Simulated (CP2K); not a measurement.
Two runs for the C K edge of 3-methoxypyridine. Run A: CP2K XAS_TDP, all-electron GAPW, PBEh(45%), aug-cc-pVDZ, TDA, no relativity. Run B differs in one setting.

First lines with a strength over 0.0015. A:

```
                     atom  energy (eV)  states  strength, one atom
 C1 (bonded to O and 3 H)       285.12       1              0.0382
                                285.38       1              0.0021
                                285.59       1              0.0071
                                286.05       1              0.0120
                                286.11       1              0.0246
 C3 (bonded to 2 C and O)       283.16       1              0.0598
                                286.49       1              0.0180
                                287.32       1              0.0045
                                288.42       1              0.0022
                                288.43       1              0.0036
 C4 (bonded to 2 C and H)       281.48       1              0.0497
                                284.48       1              0.0106
                                285.50       1              0.0027
                                285.79       1              0.0021
                                286.37       1              0.0023
 C5 (bonded to 2 C and H)       281.41       1              0.0513
                                284.32       1              0.0112
                                285.32       1              0.0018
                                285.79       1              0.0021
                                286.25       1              0.0016
C6 (bonded to C, N and H)       281.93       1              0.0543
                                284.99       1              0.0098
                                285.77       1              0.0026
                                286.40       2              0.0027
                                286.99       1              0.0027
C8 (bonded to C, N and H)       281.65       1              0.0511
                                283.96       1              0.0021
                                285.37       1              0.0086
                                285.83       1              0.0048
                                286.30       1              0.0030
```

B:

```csv
atom,energy (eV),states,"strength, one atom"
C1 (bonded to O and 3 H),291.70,1,0.0374
,291.97,1,0.0021
,292.18,1,0.0070
,292.64,1,0.0117
,292.69,1,0.0241
C3 (bonded to 2 C and O),288.73,1,0.0586
,292.06,1,0.0176
,292.89,1,0.0044
,293.99,1,0.0021
,294.00,1,0.0035
C4 (bonded to 2 C and H),287.17,1,0.0487
,290.18,1,0.0104
,291.19,1,0.0026
,291.49,1,0.0021
,292.06,1,0.0023
C5 (bonded to 2 C and H),287.21,1,0.0503
,290.12,1,0.0110
,291.12,1,0.0018
,291.58,1,0.0020
,292.04,1,0.0016
"C6 (bonded to C, N and H)",287.64,1,0.0533
,290.70,1,0.0096
,291.48,1,0.0026
,292.11,2,0.0027
,292.69,1,0.0026
"C8 (bonded to C, N and H)",287.35,1,0.0501
,289.66,1,0.0021
,291.07,1,0.0085
,291.53,1,0.0047
,292.00,1,0.0029
```

**Question.** Which was it: scalar relativity switched on, the basis, GW2X switched on, the functional?

GW2X switched on. GW2X shifts an atom's lines together and keeps their spacings. Against PBEh(45%) in aug-cc-pVDZ, the leading lines move by +6.58 eV (C1, to 291.70), +5.57 eV (C3, to 288.73), +5.69 eV (C4, to 287.17), +5.80 eV (C5, to 287.21), +5.71 eV (C6, to 287.64) and +5.70 eV (C8, to 287.35).

[Banner, clock and machine lines of the logs are left out without a mark of their own.]

[Logs are printed without paths, hosts, clocks, repeated set-up lines and the standing remarks that a program may print on its own settings, such as how far it seeks lower states.]

[Hosts, paths, dates, database ids (printed as entryN), source tags and the programs' standing remarks are cut or masked in the printed files.]
